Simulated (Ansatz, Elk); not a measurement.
# Ca3PbS3O: X-ray structure factors from the self-consistent density

The structure of Ca3PbS3O used here is made up (a known structure type with other elements) and was relaxed beforehand with PBEsol. The aim is the Fourier transform of its all-electron density, F(hkl), set beside the sum over free spherical atoms that refinements use.

Method: DFT, PBE, all-electron APW+lo, Dirac cores, scalar-relativistic bands, static density, no spin, in Elk 11.2.3 (patched build).

The structure was built from a prototype and need not be the compound's stable phase.

### Step 1. Set-up

The structure is orthorhombic, space group Pmmm (No. 47). Conventional cell: a = 3.879 Å, b = 5.509 Å, c = 7.938 Å, α = 90.00°, β = 90.00°, γ = 90.00°. Pb has 2 O at 2.75 Å and 4 S at 2.83 Å nearest. Nearest to Ca lie 2 O at 2.62 Å and 4 S at 2.77 to 2.93 Å. Ca has 6 S at 2.72 to 2.75 Å nearest. Nearest to S lie 4 Ca at 2.72 to 2.77 Å and 2 Pb at 2.83 Å. Nearest to S lie 6 Ca at 2.75 to 2.93 Å. O has 4 Ca at 2.62 Å and 2 Pb at 2.75 Å nearest. Farther neighbours and most contacts between anions are not listed.

Coordinates:

```cif
data_structure
_symmetry_space_group_name_H-M 'Pmmm'
_symmetry_Int_Tables_number 47
_cell_length_a 3.8792
_cell_length_b 5.5088
_cell_length_c 7.9383
_cell_angle_alpha 90.000
_cell_angle_beta 90.000
_cell_angle_gamma 90.000
_cell_volume 169.64
loop_
_atom_site_label
_atom_site_type_symbol
_atom_site_symmetry_multiplicity
_atom_site_Wyckoff_symbol
_atom_site_fract_x
_atom_site_fract_y
_atom_site_fract_z
_atom_site_occupancy
Pb1 Pb 1 a 0.00000 0.00000 0.00000 1
Ca1 Ca 2 t 0.50000 0.50000 0.77729 1
Ca2 Ca 1 c 0.00000 0.00000 0.50000 1
S1 S 2 s 0.50000 0.00000 0.25914 1
S2 S 1 g 0.00000 0.50000 0.50000 1
O1 O 1 e 0.00000 0.50000 0.00000 1
```

### Step 2. Ground state and structure factors

An all-electron density is needed, since X-rays see the cores too. Task 0 finds the density and task 195 Fourier-transforms it; tshift is off so that phases refer to the origin typed.

Input file elk.in:

```
tasks
  0
  195

xctype
  20

spinpol
  .false.

rgkmax
  7.0

gmaxvr
  14.0

lmaxo
  7

lmaxapw
  8

swidth
  0.002

tshift
  .false.

ramdisk
  .false.

hmaxvr
  5.5

maxscl
  120

epspot
  1e-06

sppath
  './'

avec
  7.33059530425 0.00000000000 0.00000000000
  0.00000000000 10.41006155165 0.00000000000
  0.00000000000 0.00000000000 15.00129499697

atoms
  4
  'Pb.in'
  1
  0.0000000000 -0.0000000000 -0.0000000000   0.000000 0.000000 0.000000
  'Ca.in'
  3
  0.5000000000 0.5000000000 0.7772853615   0.000000 0.000000 0.000000
  0.0000000000 -0.0000000000 0.5000000000   0.000000 0.000000 0.000000
  0.5000000000 0.5000000000 0.2227146385   0.000000 0.000000 0.000000
  'S.in'
  3
  0.5000000000 0.0000000000 0.2591391054   0.000000 0.000000 0.000000
  0.5000000000 -0.0000000000 0.7408608946   0.000000 0.000000 0.000000
  -0.0000000000 0.5000000000 0.5000000000   0.000000 0.000000 0.000000
  'O.in'
  1
  -0.0000000000 0.5000000000 -0.0000000000   0.000000 0.000000 0.000000

ngridk
  6 4 3
```

On the command line:

```bash
$ OMP_NUM_THREADS=4 elk
```

Numbers of over 12 decimals in the logs are rounded to 6 here.

What it wrote:

```text
┌─────────────────────────┐
│ Elk code version 11.2.3 │
└─────────────────────────┘

All units are atomic (Hartree, Bohr, etc.)

┌─────────────────────────────────────────────────┐
│ Ground-state run starting from atomic densities │
└─────────────────────────────────────────────────┘

Lattice vectors :
   7.330595304       0.000000000       0.000000000
   0.000000000       10.41006155       0.000000000
   0.000000000       0.000000000       15.00129500

Reciprocal lattice vectors :
  0.8571180165       0.000000000       0.000000000
   0.000000000      0.6035685069       0.000000000
   0.000000000       0.000000000      0.4188428605

Unit cell volume      :    1144.778049
Brillouin zone volume :   0.2166797431

Muffin-tin inner radius fraction :   0.1000000000E-01

Nuclei treated as point charges

Species : 1 (Pb)
 parameters loaded from : Pb.in
 name : lead
 nuclear charge    :   -82.00000000
 electronic charge :    82.00000000
 atomic mass :    377702.4943
 muffin-tin radius :    2.800000000
 number of radial points in muffin-tin :   1393
 inner part over the whole radius :   0.9993555083E-02
 number on inner part of muffin-tin    :   1001
 approximate nuclear radius :   0.1047603524E-03
 number of mesh points to nuclear radius :    525
 atomic positions (lattice), magnetic fields (Cartesian) :
  1 :   0.00000000  0.00000000  0.00000000    0.00000000  0.00000000  0.00000000

Species : 2 (Ca)
 parameters loaded from : Ca.in
 name : calcium
 nuclear charge    :   -20.00000000
 electronic charge :    20.00000000
 atomic mass :    73057.72475
 muffin-tin radius :    2.400000000
 number of radial points in muffin-tin :    993
 inner part over the whole radius :   0.9970789793E-02
 number on inner part of muffin-tin    :    698
 approximate nuclear radius :   0.6614485811E-04
 number of mesh points to nuclear radius :    321
 atomic positions (lattice), magnetic fields (Cartesian) :
  1 :   0.50000000  0.50000000 -0.22271464    0.00000000  0.00000000  0.00000000
  2 :   0.00000000  0.00000000  0.50000000    0.00000000  0.00000000  0.00000000
  3 :   0.50000000  0.50000000  0.22271464    0.00000000  0.00000000  0.00000000

Species : 3 (S)
 parameters loaded from : S.in
 name : sulphur
 nuclear charge    :   -16.00000000
 electronic charge :    16.00000000
 atomic mass :    58450.91931
 muffin-tin radius :    2.200000000
 number of radial points in muffin-tin :    793
 inner part over the whole radius :   0.9890556315E-02
 number on inner part of muffin-tin    :    554
 approximate nuclear radius :   0.6195814986E-04
 number of mesh points to nuclear radius :    251
 atomic positions (lattice), magnetic fields (Cartesian) :
  1 :   0.50000000  0.00000000  0.25913911    0.00000000  0.00000000  0.00000000
  2 :   0.50000000  0.00000000 -0.25913911    0.00000000  0.00000000  0.00000000
  3 :   0.00000000  0.50000000  0.50000000    0.00000000  0.00000000  0.00000000

Species : 4 (O)
 parameters loaded from : O.in
 name : oxygen
 nuclear charge    :   -8.000000000
 electronic charge :    8.000000000
 atomic mass :    29165.12205
 muffin-tin radius :    1.800000000
 number of radial points in muffin-tin :    593
 inner part over the whole radius :   0.9958443124E-02
 number on inner part of muffin-tin    :    408
 approximate nuclear radius :   0.5115538663E-04
 number of mesh points to nuclear radius :    173
 atomic positions (lattice), magnetic fields (Cartesian) :
  1 :   0.00000000  0.50000000  0.00000000    0.00000000  0.00000000  0.00000000

Total number of atoms per unit cell :    8
Total muffin-tin volume :    423.9055687
 ratio of muffin-tin to unit cell volume :   0.3702949836

Spin treatment :
 spin-unpolarised

Number of Bravais lattice symmetries :    8
Number of crystal symmetries         :    8
Crystal has inversion symmetry
Real symmetric eigensolver will be used

k-point grid :      6     4     3
k-point offset :    0.000000000       0.000000000       0.000000000
k-point set is reduced with full crystal symmetry group
[...]
total energy                :     -24244.734689757

Density of states at Fermi energy :   0.6581843218E-06
 (states/Hartree/unit cell)

Estimated indirect band gap :   0.7365426088E-01
 from k-point 21 to k-point 16
Estimated direct band gap   :   0.8380685596E-01
 at k-point 21

Charges :
 core                        :    130.0000000
 valence                     :    68.00000000
 interstitial                :    11.01754948
 muffin-tins (core leakage)
  species : 1 (Pb)
[...]
species : 2 (Ca)
[...]
species : 3 (S)
[...]
species : 4 (O)
[...]
total in muffin-tins        :    186.9824505
 total calculated charge     :    197.9985297
 total charge                :    198.0000000
 error                       :   0.1470307838E-02

RMS change in Kohn-Sham potential (target) :   0.5854520592     (  0.1000000000E-05)
Absolute change in total energy (target)   :   0.3208984291     (  0.1000000000E-03)

[... loops 3 to 16 left out ...]

┌──────────────────┐
│ Loop number : 17 │
└──────────────────┘

Energies :
 Fermi                       :     0.207742
 sum of occupied eigenvalues :     -14838.783452640
 electron kinetic            :      27705.758211007
 core electron kinetic       :      27384.185681150
 Coulomb                     :     -51364.276054647
 Coulomb potential           :     -41782.342876357
 nuclear-nuclear             :     -1736.7938051788
 electron-nuclear            :     -57503.222094635
 Hartree                     :      7875.7398451665
 Madelung                    :     -30473.104616468
 xc potential                :     -762.19878728928
 exchange                    :     -574.93518615754
 correlation                 :     -9.680478
 electron entropic           :    -0.32125882216625E-09
 total energy                :     -24243.133507529

Density of states at Fermi energy :   0.4423054165E-05
 (states/Hartree/unit cell)

Estimated indirect band gap :   0.6567924517E-01
 from k-point 21 to k-point 9
Estimated direct band gap   :   0.6857096671E-01
 at k-point 21

Charges :
 core                        :    130.0000000
 valence                     :    68.00000000
 interstitial                :    11.75000694
 muffin-tins (core leakage)
  species : 1 (Pb)
[...]
species : 2 (Ca)
[...]
species : 3 (S)
[...]
species : 4 (O)
[...]
total in muffin-tins        :    186.2499931
 total calculated charge     :    197.9986029
 total charge                :    198.0000000
 error                       :   0.1397118578E-02

RMS change in Kohn-Sham potential (target) :   0.1160185283E-06 (  0.1000000000E-05)
Absolute change in total energy (target)   :   0.3892116365E-04 (  0.1000000000E-03)

Convergence targets achieved

┌──────────────────┐
│ Loop number : 18 │
└──────────────────┘

Energies :
 Fermi                       :     0.207742
 sum of occupied eigenvalues :     -14838.783455997
 electron kinetic            :      27705.758211995
 core electron kinetic       :      27384.185683699
 Coulomb                     :     -51364.276057916
 Coulomb potential           :     -41782.342881665
 nuclear-nuclear             :     -1736.7938051788
 electron-nuclear            :     -57503.222095732
 Hartree                     :      7875.7398429948
 Madelung                    :     -30473.104617083
 xc potential                :     -762.19878632677
 exchange                    :     -574.93518614443
 correlation                 :     -9.680478
 electron entropic           :    -0.32126015439493E-09
 total energy                :     -24243.133509802

Density of states at Fermi energy :   0.4423073563E-05
 (states/Hartree/unit cell)

Estimated indirect band gap :   0.6567922791E-01
 from k-point 21 to k-point 9
Estimated direct band gap   :   0.6857095064E-01
 at k-point 21

Charges :
 core                        :    130.0000000
 valence                     :    68.00000000
 interstitial                :    11.75000687
 muffin-tins (core leakage)
  species : 1 (Pb)
[...]
species : 2 (Ca)
[...]
species : 3 (S)
[...]
atom 2                    :    14.62391153     (  0.7122799813E-04)
   atom 3                    :    14.57947933     (  0.7063206276E-04)
  species : 4 (O)
   atom 1                    :    7.512010298     ( -0.2726933630E-06)
 total in muffin-tins        :    186.2499931
 total calculated charge     :    197.9986029
 total charge                :    198.0000000
 error                       :   0.1397118648E-02

┌──────────────────────────────┐
│ Self-consistent loop stopped │
└──────────────────────────────┘

Warning : core states of species 1 leak from the muffin-tin :   0.1188821466E-02

Wrote STATE.OUT
```

Wall time 56 s (4 threads of Intel Xeon at 2.60GHz (Ice Lake), shared host); peak memory 0.33 GiB; 2.4 min of CPU time.

SFACRHO.OUT:

```text

h k l indices transformed by vhmat matrix:
   1.000000000       0.000000000       0.000000000    
   0.000000000       1.000000000       0.000000000    
   0.000000000       0.000000000       1.000000000    

      h      k      l  multipl.   |H|            Re(F)            Im(F)           |F|

      0      0      0      1   0.0000000       198.00000     -0.73366813E-16   198.00000    
      0      0     -1      2  0.41884286       58.200430     -0.55333540E-14   58.200430    
      0     -1      0      2  0.60356851       67.340676     -0.61235583E-14   67.340676    
      0      1      1      4  0.73465930       58.768326      0.17391987E-14   58.768326    
      0      0     -2      2  0.83768572       54.614031      0.24635641E-13   54.614031    
      1      0      0      2  0.85711802       52.419450      0.69154937E-14   52.419450    
      1      0      1      4  0.95398147       47.905378      0.14659225E-14   47.905378    
      0     -1      2      4   1.0324787       73.832183     -0.57912492E-14   73.832183    
      1     -1      0      4   1.0483064       75.374828      0.31028633E-14   75.374828    
     -1      1      1      8   1.1288824       69.005455     -0.95002021E-16   69.005455    
     -1      0      2      4   1.1984860       155.97387      0.11240460E-13   155.97387    
      0     -2      0      2   1.2071370       157.43842      0.11186746E-13   157.43842    
      0      0     -3      2   1.2565286       39.692915     -0.50789346E-13   39.692915    
      0      2     -1      4   1.2777359       53.855147     -0.79546915E-14   53.855147    
     -1      1      2      8   1.3418881       61.971177      0.12011645E-13   61.971177    
      0      1      3      4   1.3939724       77.553697      0.10480854E-13   77.553697    
      0      2     -2      4   1.4693186       50.657847      0.30386660E-13   50.657847    
      1     -2      0      4   1.4804834       48.821414      0.30046644E-14   48.821414
```

Elk indexes on the primitive cell of elk.in and gives |H| = 4π sin θ/λ in inverse bohr. Below, one row stands for each form hkl of the conventional cell (m members, Friedel mates merged), F is for one primitive cell and the density is static (no thermal factor). Free-atom factors are Waasmaier and Kirfel's, and R is Σm||F|−|F'||/Σm|F|.

```
hkl  m  sin θ/λ (Å⁻¹)  abs F, DFT  neutral atoms   diff.
001  2          0.063      58.200         58.520  -0.320
010  2          0.091      67.341         67.711  -0.370
011  4          0.111      58.768         59.215  -0.447
002  2          0.126      54.614         54.732  -0.118
100  2          0.129      52.419         52.546  -0.127
101  4          0.143      47.905         48.085  -0.179
012  4          0.155      73.832         74.632  -0.800
110  4          0.158      75.375         76.139  -0.765
111  8          0.170      69.005         69.243  -0.237
102  4          0.180     155.974        154.772  +1.202
020  2          0.181     157.438        156.303  +1.135
003  2          0.189      39.693         39.767  -0.074
021  4          0.192      53.855         53.744  +0.111
112  8          0.202      61.971         62.116  -0.145
013  4          0.210      77.554         77.643  -0.089
022  4          0.221      50.658         50.536  +0.122
120  4          0.223      48.821         48.721  +0.100
103  4          0.229      58.345         58.183  +0.163
```

### Step 3. The highest occupied states alone

An energy window below the Fermi level keeps the highest occupied states, to see at which angles they scatter; shallow core shells can lie inside it and anion s states outside. No new self-consistency is needed.

Changes to elk.in since step 2:

```diff
@@ -1,3 +1,2 @@
 tasks
-  0
   195
@@ -40,2 +39,5 @@
 
+wsfac
+  -0.343500 0.507740
+
 sppath
```

On the command line:

```bash
$ OMP_NUM_THREADS=4 elk
```

What it wrote:

```text
┌─────────────────────────────────┐
│ Elk code version 11.2.3 started │
└─────────────────────────────────┘

Info(readinput): the functional depends on the density's gradient
 muffin-tin radial points multiplied by    2.00000
 (not where nrmtscf is given)

┌────────────────────┐
│ Current task : 195 │
└────────────────────┘

Info(sfacrho): density structure factors written to SFACRHO.OUT

 Energy window :  -0.3435000000      0.5077400000

┌──────────────────┐
│ Elk code stopped │
└──────────────────┘
```

Run time: 21 s. Hardware: 4 threads; peak memory 0.24 GiB.

States within 15 eV below the Fermi level hold 32.00 electrons; any levels below the window count with the cores. Their amplitudes can exceed the total, where window and core parts have opposite phase:

```
hkl  sin θ/λ (Å⁻¹)  abs F, window  abs F, all
001          0.063          0.017      58.200
010          0.091          2.382      67.341
011          0.111          1.121      58.768
002          0.126          1.092      54.614
100          0.129          1.034      52.419
101          0.143          1.220      47.905
012          0.155         10.969      73.832
110          0.158         10.813      75.375
111          0.170          0.283      69.005
102          0.180         10.721     155.974
```

### Step 4. Another functional

The difference from free atoms is small, so it is set against the change that LDA (Perdew-Wang) makes.

Changes to elk.in since step 3:

```diff
@@ -1,2 +1,3 @@
 tasks
+  0
   195
@@ -4,3 +5,3 @@
 xctype
-  20
+  3
 
@@ -39,5 +40,2 @@
 
-wsfac
-  -0.343500 0.507740
-
 sppath
```

On the command line:

```bash
$ OMP_NUM_THREADS=4 elk
```

What it wrote:

```text
┌─────────────────────────┐
│ Elk code version 11.2.3 │
└─────────────────────────┘

All units are atomic (Hartree, Bohr, etc.)

┌─────────────────────────────────────────────────┐
│ Ground-state run starting from atomic densities │
└─────────────────────────────────────────────────┘

Lattice vectors :
   7.330595304       0.000000000       0.000000000
   0.000000000       10.41006155       0.000000000
   0.000000000       0.000000000       15.00129500

Reciprocal lattice vectors :
  0.8571180165       0.000000000       0.000000000
[...]
species : 2 (Ca)
[...]
species : 3 (S)
[...]
atom 3                    :    14.54576412     (  0.6403115019E-04)
  species : 4 (O)
   atom 1                    :    7.475838497     ( -0.4514408150E-05)
 total in muffin-tins        :    186.1640105
 total calculated charge     :    197.9986262
 total charge                :    198.0000000
 error                       :   0.1373777803E-02

┌──────────────────────────────┐
│ Self-consistent loop stopped │
└──────────────────────────────┘

Warning : core states of species 1 leak from the muffin-tin :   0.1197181330E-02

Wrote STATE.OUT
[key lines of the parts left out:]
total energy                :     -24223.005873329
```

Run time: 37 s. Hardware: 4 threads; peak memory 0.27 GiB; 100 s of CPU time.

Against the first run R = 0.03 %; the largest change is -0.112 at 020.

### Step 5. A coarser k-mesh

About half the k-points along each axis test the sampling.

Changes to elk.in since step 4:

```diff
@@ -5,3 +5,3 @@
 xctype
-  3
+  20
 
@@ -68,2 +68,2 @@
 ngridk
-  6 4 3
+  3 2 2
```

On the command line:

```bash
$ OMP_NUM_THREADS=4 elk
```

What it wrote:

```text
┌─────────────────────────┐
│ Elk code version 11.2.3 │
└─────────────────────────┘

All units are atomic (Hartree, Bohr, etc.)

┌─────────────────────────────────────────────────┐
│ Ground-state run starting from atomic densities │
└─────────────────────────────────────────────────┘

Lattice vectors :
   7.330595304       0.000000000       0.000000000
   0.000000000       10.41006155       0.000000000
   0.000000000       0.000000000       15.00129500

Reciprocal lattice vectors :
  0.8571180165       0.000000000       0.000000000
[...]
species : 2 (Ca)
[...]
species : 3 (S)
[...]
atom 3                    :    14.58365376     (  0.7067872631E-04)
  species : 4 (O)
   atom 1                    :    7.524795792     ( -0.2726794941E-06)
 total in muffin-tins        :    186.2582561
 total calculated charge     :    197.9986070
 total charge                :    198.0000000
 error                       :   0.1393010058E-02

┌──────────────────────────────┐
│ Self-consistent loop stopped │
└──────────────────────────────┘

Warning : core states of species 1 leak from the muffin-tin :   0.1188441282E-02

Wrote STATE.OUT
[key lines of the parts left out:]
total energy                :     -24243.123471709
```

The job ended after 40 s (4 threads; peak memory 0.34 GiB; 75 s of CPU time).

Against the first run R = 0.02 %; the largest change is +0.044 at 020.

### Step 6. Settings against the effect

```
              run  R against the first run (%)  R against neutral atoms, low angle (%)  wall time
    PBE, rgkmax 7                         0.00                                    0.32       56 s
LDA (Perdew-Wang)                         0.03                                    0.28       37 s
     k-mesh 3×2×2                         0.02                                    0.33       40 s
```

### Step 7. Outcome

| Property | Result |
| --- | --- |
| R against neutral atoms, sin θ/λ < 0.3 Å⁻¹ | 0.32 % |
| R against neutral atoms, 0.3 to 0.53 Å⁻¹ | 0.09 % |

In words: Independent neutral atoms miss the calculated amplitudes by R = 0.32 % below 0.3 Å⁻¹ and 0.09 % from there to 0.53 Å⁻¹; by shells, 0.49 % below 0.15 Å⁻¹ (6 forms), 0.30 % 0.15 to 0.3 (28 forms), 0.11 % 0.3 to 0.45 (64 forms), 0.06 % above 0.45 (51 forms). Bonding, aspherical density and the tables' own atoms all enter these figures, and the runs don't part them. The largest change of an amplitude is +1.20 electrons, at 102. The window's part falls from 32.0 electrons at the origin to at most 0.78 between 0.45 and 0.53 Å⁻¹. Below 0.3 Å⁻¹ the changes that finished (LDA (Perdew-Wang) and k-mesh 3×2×2) move F by R = 0.05 % at most, against the 0.32 % that separates it from free atoms. The basis has no finished test. Spin-orbit coupling is left out, which can matter for elements this heavy. Part of the difference isn't bonding: the tables are fits to free atoms and ions calculated by other methods than this functional. Thermal motion, anomalous dispersion and extinction are left out.

[Logs are printed without paths, hosts, clocks, repeated set-up lines and the standing remarks that a program may print on its own settings, such as how far it seeks lower states.]

[Hosts, paths, dates, database ids (printed as entryN), source tags and the programs' standing remarks are cut or masked in the printed files.]
